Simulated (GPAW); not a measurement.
# MnGe3 (Ge8x111 Mn2 nn): which magnetic order is lowest

A self-consistent run ends on one state, which hangs on the start. Several orders of MnGe3 (Ge8x111 Mn2 nn) are started in GPAW and their energies compared.

Method: PBE; plane waves with GPAW's PAW setups, scalar-relativistic, in GPAW 26.7.0.

### 1. The starting structure

Symmetry: R-3m, No. 166, trigonal system. Conventional cell: a = 8.002 Å, b = 8.002 Å, c = 9.800 Å, α = 90.00°, β = 90.00°, γ = 120.00°. Nearest to Mn lie 1 Mn at 2.45 Å and 3 Ge at 2.45 Å. Nearest to Ge lie 3 Ge at 2.45 Å and 1 Mn at 2.45 Å. substitutional dopants on the host's lattice, its constants typed without a cited source, atoms not relaxed. Farther neighbours are not listed.

Coordinates:

```cif
data_structure
_symmetry_space_group_name_H-M 'P 1'
_symmetry_Int_Tables_number 1
_cell_length_a 5.6580
_cell_length_b 5.6580
_cell_length_c 5.6580
_cell_angle_alpha 90.000
_cell_angle_beta 90.000
_cell_angle_gamma 90.000
_cell_volume 181.13
loop_
_atom_site_label
_atom_site_type_symbol
_atom_site_fract_x
_atom_site_fract_y
_atom_site_fract_z
_atom_site_occupancy
Mn1 Mn 0.00000 0.00000 0.00000 1
Mn2 Mn 0.25000 0.25000 0.25000 1
Ge3 Ge 0.00000 0.50000 0.50000 1
Ge4 Ge 0.25000 0.75000 0.75000 1
Ge5 Ge 0.50000 0.00000 0.50000 1
Ge6 Ge 0.75000 0.25000 0.75000 1
Ge7 Ge 0.50000 0.50000 0.00000 1
Ge8 Ge 0.75000 0.75000 0.25000 1
```

The cell is a made-up one and need not be a known phase.

### 2. Order 1, typed as ferro ++

The parallel start comes first: it fits the smallest cell, keeps the most symmetry and shows whether parallel moments form.

The input, order1.py:

```python
import json
import numpy as np
from ase import Atoms
from ase.parallel import paropen, parprint
from gpaw import GPAW

atoms = Atoms(['Mn', 'Mn', 'Ge', 'Ge', 'Ge', 'Ge', 'Ge', 'Ge'],
    cell=[[5.658, 0.0, 0.0],
         [0.0, 5.658, 0.0],
         [0.0, 0.0, 5.658]],
    scaled_positions=[[0.0, 0.0, 0.0],
         [0.25, 0.25, 0.25],
         [0.0, 0.5, 0.5],
         [0.25, 0.75, 0.75],
         [0.5, 0.0, 0.5],
         [0.75, 0.25, 0.75],
         [0.5, 0.5, 0.0],
         [0.75, 0.75, 0.25]],
    pbc=True,
    magmoms=[4.5, 4.5, 0.0, 0.0, 0.0, 0.0, 0.0, 0.0])
atoms.calc = GPAW(mode={'name': 'pw', 'ecut': 450},
    xc='PBE',
    kpts={'size': (5, 5, 5), 'gamma': True},
    occupations={'name': 'fermi-dirac', 'width': 0.05},
    convergence={'density': 1e-05, 'energy': 1e-05},
    maxiter=200,
    mixer={'name': 'pulay', 'beta': 0.05, 'nmaxold': 6, 'weight': 50},
    symmetry={'tolerance': 1e-4},
    txt='order1.txt')
e = atoms.get_potential_energy(force_consistent=True)
res = {'free_energy': e, 'energy_sigma0': atoms.get_potential_energy(), 'fermi_energy': atoms.calc.get_fermi_level()}
res['moments'] = atoms.get_magnetic_moments().tolist()
res['total'] = atoms.get_magnetic_moment()
parprint('site moments (muB):', np.round(res['moments'], 3))
parprint(f"total moment: {res['total']:.3f} muB")
parprint(f'free energy: {e:.6f} eV')
atoms.calc.write('order1.gpw')
with paropen('results.json', 'w') as f:
    json.dump(res, f)
```

Started as:

```bash
OMP_NUM_THREADS=1 mpirun -n 4 gpaw python order1.py > order1.log
```

Numbers of over 12 decimals in the logs are rounded to 6 here.

Output:

```text
site moments (muB): [ 2.97   2.97  -0.043 -0.043 -0.043 -0.043 -0.043 -0.043]
total moment: 6.035 muB
free energy: -42.423554 eV

--- order1.txt ---
Input parameters:
  mode=PW(ecut=450),
  convergence={'density': 1e-05, 'energy': 1e-05},
  kpts=MonkhorstPack(size=(5, 5, 5), gamma=True),
  maxiter=200,
  mixer=Pulay(name='pulay', nmaxold=6, beta=0.05, weight=50, sigma=0.015, g_ss=None),
  occupations=Occupations(name='fermi-dirac', width=0.05),
  symmetry=Symmetry(tolerance=0.0001),
  xc=XC(name='PBE')

Diagonalizing LCAO Hamiltonian
Converting LCAO to pw mode
    .-------------.
   /|             |
  / |  Ge         |
 *  |             |
 |  |       Ge    |
 | Ge             |
 |  |   Ge    Ge  |
 |  .-------------.
 | / Mn  Ge      /
 |/             /
 Mn------------*

Atoms  # Å, Bohr magnetons
|   | symbol |        x |        y |        z |    initial magnetic moments |
|---|--------|----------|----------|----------|-----------------------------|
| 0 |     Mn | 0.000000 | 0.000000 | 0.000000 | ( 0.0000,  0.0000,  4.5000) |
| 1 |     Mn | 1.414500 | 1.414500 | 1.414500 | ( 0.0000,  0.0000,  4.5000) |
| 2 |     Ge | 0.000000 | 2.829000 | 2.829000 | ( 0.0000,  0.0000,  0.0000) |
| 3 |     Ge | 1.414500 | 4.243500 | 4.243500 | ( 0.0000,  0.0000,  0.0000) |
| 4 |     Ge | 2.829000 | 0.000000 | 2.829000 | ( 0.0000,  0.0000,  0.0000) |
| 5 |     Ge | 4.243500 | 1.414500 | 4.243500 | ( 0.0000,  0.0000,  0.0000) |
| 6 |     Ge | 2.829000 | 2.829000 | 0.000000 | ( 0.0000,  0.0000,  0.0000) |
| 7 |     Ge | 4.243500 | 4.243500 | 1.414500 | ( 0.0000,  0.0000,  0.0000) |

Unit cell  # Å
| periodic |        x |        y |        z |  lengths |    angles |
|----------|----------|----------|----------|----------|-----------|
|      yes | 5.658000 | 0.000000 | 0.000000 | 5.658000 | 90.000000 |
|      yes | 0.000000 | 5.658000 | 0.000000 | 5.658000 | 90.000000 |
|      yes | 0.000000 | 0.000000 | 5.658000 | 5.658000 | 90.000000 |

Number of symmetries: 6

BZ-sampling:
  Number of BZ points: 125
  Number of IBZ points: 19

  Monkhorst-Pack size: [5, 5, 5]
  Monkhorst-Pack shift: [0, 0, 0]

K-points  # in reciprocal-cell coordinates
|     |                                coordinates |     weight |
|-----|--------------------------------------------|------------|
|   0 | (  0.00000000,   0.00000000,   0.00000000) | 0.00800000 |
|   1 | (  0.20000000,   0.00000000,  -0.20000000) | 0.04800000 |
|   2 | (  0.20000000,   0.00000000,   0.00000000) | 0.04800000 |
|   3 | (  0.20000000,   0.20000000,  -0.20000000) | 0.04800000 |
|   4 | (  0.20000000,   0.20000000,   0.00000000) | 0.04800000 |
|   5 | (  0.20000000,   0.20000000,   0.20000000) | 0.01600000 |
|   6 | (  0.40000000,  -0.20000000,  -0.20000000) | 0.04800000 |
|   7 | (  0.40000000,   0.00000000,  -0.40000000) | 0.04800000 |
|   8 | (  0.40000000,   0.00000000,  -0.20000000) | 0.09600000 |
|   9 | (  0.40000000,   0.00000000,   0.00000000) | 0.04800000 |
| ... |                                            |            |
|  18 | (  0.40000000,   0.40000000,   0.40000000) | 0.01600000 |

Plane wave coefficients: 3950
Cutoff: 450.000000 eV

Spin-components: 2 (collinear spins)
Bands:           42
Projectors:      42
Spin-degeneracy: 1
Datatype:        complex128

Parallelization:
  kpt:    4
  domain: 1
  band:   1

Density:
  Valence electrons: 54.0
  Components: 2
  Grid points: [28 28 28]
  Charge: 0.0  # |e|

Potential:
  Grid points: [28 28 28]

species:
  Mn:
    name:    Manganese
    Z:       25.0
    valence: 15
    core:    10
    charge:  0.0  # [|e|]
    compensation charges:
      type: gauss
      rc: 0.38  # [Å]
      lmax: 2
    cutoffs:
      filter: 2.14  # [Å]
      core: 0.86  # [Å]
    projectors
    | kind |    occ | energy [eV] | rcut [Å] |
    |------|--------|-------------|----------|
    |   3s |  2.000 |     -85.859 |    1.275 |
    |   4s |  2.000 |      -5.106 |    1.275 |
    |   3p |  6.000 |     -54.597 |    1.281 |
    |   4p |  0.000 |      -1.371 |    1.281 |
    |   3d |  5.000 |      -6.771 |    1.138 |
    |    d |        |      20.441 |    1.138 |

    Using partial waves for Mn as LCAO basis

  Ge:
    name:    Germanium
    Z:       32.0
    valence: 4
    core:    28
    charge:  0.0  # [|e|]
    compensation charges:
      type: gauss
      rc: 0.32  # [Å]
      lmax: 2
    cutoffs:
      filter: 1.77  # [Å]
      core: 3.42  # [Å]
    projectors
    | kind |    occ | energy [eV] | rcut [Å] |
    |------|--------|-------------|----------|
    |   4s |  2.000 |     -11.726 |    1.005 |
    |   4p |  2.000 |      -3.896 |    1.005 |
    |    s |        |      15.485 |    1.005 |
    |    p |        |      23.315 |    1.005 |
    |    d |        |       0.000 |    1.005 |

    Using partial waves for Ge as LCAO basis

Reference energy: -405614.003261  # eV

eigensolver:
  PPCG
  Converge bands: occupied
  niter=2

density mixing:
  Pulay-Mixer
  Linear mixing parameters: 0.05
  Old densities: 6
  Fourier metric: weight=50, sigma=0.015

occupation numbers:
  Fermi-Dirac:
    width: 0.0500  # eV

poisson solver:
  ecut: 3600.000000  # eV

xc functional:
  name: PBE with 2 nearest neighbor stencil

convergence criteria:
- Maximum integral of absolute [dens]ity change: 1e-05 electrons / valence electron
- Maximum [total energy] change in last 3 cyles: 1e-05 eV / valence electron
- Maximum integral of absolute [eigenst]ate change: 4e-08 eV^2 / valence electron
maximum number of iterations: 200

SCF iterations
|iter     |      energy | eigst |  dens |  magmom |
|---------|-------------|-------|-------|---------|
|iter:   1|       0s |  -42.709221 | +0.14 |       |  +9.0192|
|iter:   2|       1s |  -42.126593 | -1.52 | -0.86 |  +8.8935|
|iter:   3|       3s |  -42.021886 | -2.20 | -0.97 |  +8.7322|
|iter:   4|       4s |  -42.070673 | -2.47 | -1.05 |  +8.3811|
|iter:   5|       6s |  -42.253538 | -1.93 | -1.17 |  +7.6544|
|iter:   6|       7s |  -42.338970 | -2.44 | -1.45 |  +7.1321|
|iter:   7|       8s |  -42.333591 | -2.84 | -1.63 |  +6.9811|
|iter:   8|      10s |  -42.322120 | -3.78 | -1.82 |  +7.0864|
|iter:   9|      11s |  -42.398783 | -2.48 | -1.76 |  +6.3159|
|iter:  10|      12s |  -42.397093 | -3.83 | -2.18 |  +6.3491|
|iter:  11|      14s |  -42.407977 | -3.63 | -2.16 |  +6.1578|
|iter:  12|      15s |  -42.411431 | -3.94 | -2.45 |  +5.9885|
|iter:  13|      17s |  -42.410994 | -5.03 | -2.56 |  +6.0289|
|iter:  14|      18s |  -42.411801 | -4.37 | -2.59 |  +5.9550|
|iter:  15|      19s |  -42.411772 | -4.82 | -2.65 |  +6.0069|
|iter:  16|      21s |  -42.411845c| -5.87 | -2.96 |  +6.0039|
|iter:  17|      22s |  -42.411866c| -6.44 | -3.05 |  +6.0116|
|iter:  18|      24s |  -42.411873c| -7.00 | -3.14 |  +6.0147|
|iter:  19|      25s |  -42.411902c| -5.63 | -3.19 |  +6.0294|
|iter:  20|      26s |  -42.411902c| -7.38 | -3.66 |  +6.0300|
|iter:  21|      28s |  -42.411912c| -6.30 | -3.69 |  +6.0331|
|iter:  22|      28s |  -42.411912c| -7.65c| -4.17 |  +6.0335|
|iter:  23|      30s |  -42.411910c| -7.49c| -4.24 |  +6.0345|
|iter:  24|      30s |  -42.411910c| -8.61c| -4.47 |  +6.0345|
|iter:  25|      32s |  -42.411911c| -7.56c| -4.49 |  +6.0348|
|iter:  26|      33s |  -42.411911c| -9.01c| -4.86 |  +6.0347|
|iter:  27|      33s |  -42.411912c| -8.27c| -4.88 |  +6.0346|
|iter:  28|      34s |  -42.411912c| -8.61c| -5.28c|  +6.0346|

Converged in 28 steps
Energy contributions relative to reference atoms: (reference = -405614.003261)

Energy contributions:
  Kinetic:          87.083297
  Coulomb:         -76.394284
  Zero:              0.370747
  External:          0.000000
  Xc:              -53.460030
  Entropy:          -0.023284
  Spinorbit:         0.000000
  ----------------------------
  Free energy:     -42.423554
  Extrapolated:    -42.411912

dipole moment: (-31.102218, -31.102218, -31.102218)  # |e|*Ang

Total magnetic moment: (0.000000, 0.000000, 6.034648)

Local magnetic moments
|        x |        y |         z |
|----------|----------|-----------|
| 0.000000 | 0.000000 |  2.969620 |  # Mn   0
| 0.000000 | 0.000000 |  2.969620 |  # Mn   1
| 0.000000 | 0.000000 | -0.042626 |  # Ge   2
| 0.000000 | 0.000000 | -0.042626 |  # Ge   3
| 0.000000 | 0.000000 | -0.042626 |  # Ge   4
| 0.000000 | 0.000000 | -0.042626 |  # Ge   5
| 0.000000 | 0.000000 | -0.042626 |  # Ge   6
| 0.000000 | 0.000000 | -0.042626 |  # Ge   7

Fermi level: 4.834
Eigenvalues  # (at kpt = [0.000, 0.000, 0.000])
| band index |      eig [eV] | occ [0-1] |      eig [eV] | occ [0-1] |
|------------|---------------|-----------|---------------|-----------|
|          0 |       -75.480 |     1.000 |       -72.192 |     1.000 |
|        ... |               |           |               |           |
|         20 |         2.469 |     1.000 |         3.945 |     1.000 |
|         21 |         2.895 |     1.000 |         4.118 |     1.000 |
|         22 |         2.895 |     1.000 |         4.118 |     1.000 |
|         23 |         2.905 |     1.000 |         4.446 |     1.000 |
|         24 |         2.905 |     1.000 |         5.127 |     0.003 |
|         25 |         3.519 |     1.000 |         5.127 |     0.003 |
|         26 |         3.519 |     1.000 |         5.672 |     0.000 |
|         27 |         3.934 |     1.000 |         6.127 |     0.000 |
|         28 |         3.961 |     1.000 |         6.127 |     0.000 |
|         29 |         4.712 |     0.919 |         6.392 |     0.000 |
|         30 |         4.712 |     0.919 |         6.392 |     0.000 |
|         31 |         6.374 |     0.000 |         6.712 |     0.000 |
|         32 |         7.142 |     0.000 |         7.735 |     0.000 |
|         33 |         7.142 |     0.000 |         7.735 |     0.000 |
|         34 |         7.653 |     0.000 |         8.603 |     0.000 |
|        ... |               |           |               |           |
|         41 |        10.006 |     0.000 |        10.466 |     0.000 |

No gap
No difference between direct/indirect transitions
```

Elapsed: 39 s, on 4 MPI ranks of AMD EPYC 9R14 (Zen 4), shared host; peak memory 0.94 GiB; 2.6 min of CPU time.

Spin moment in the augmentation sphere by atom:

| atom | spin moment in the augmentation sphere (μB) |
| --- | --- |
| Mn1 | 2.97 |
| Mn2 | 2.97 |
| Ge3 | -0.04 |
| Ge4 | -0.04 |
| Ge5 | -0.04 |
| Ge6 | -0.04 |
| Ge7 | -0.04 |
| Ge8 | -0.04 |

Numbers from this step:

```yaml
magnetization: 6.035 μB
final_state: ferromagnetic
```

After 28 cycles the largest moment stands at 2.97 μB.

(Continued in part 2 of 2.)

[Logs and program files are shortened in this print: banners, set-up blocks, solver, clock and traceback lines can be left out without a mark of their own.]

[Logs are printed without paths, hosts, clocks, repeated set-up lines and the standing remarks that a program may print on its own settings, such as how far it seeks lower states.]

[Hosts, paths, dates, database ids (printed as entryN), source tags and the programs' standing remarks are cut or masked in the printed files.]

[Where a cell is said to come from a database of computed structures, the database is the Materials Project.]
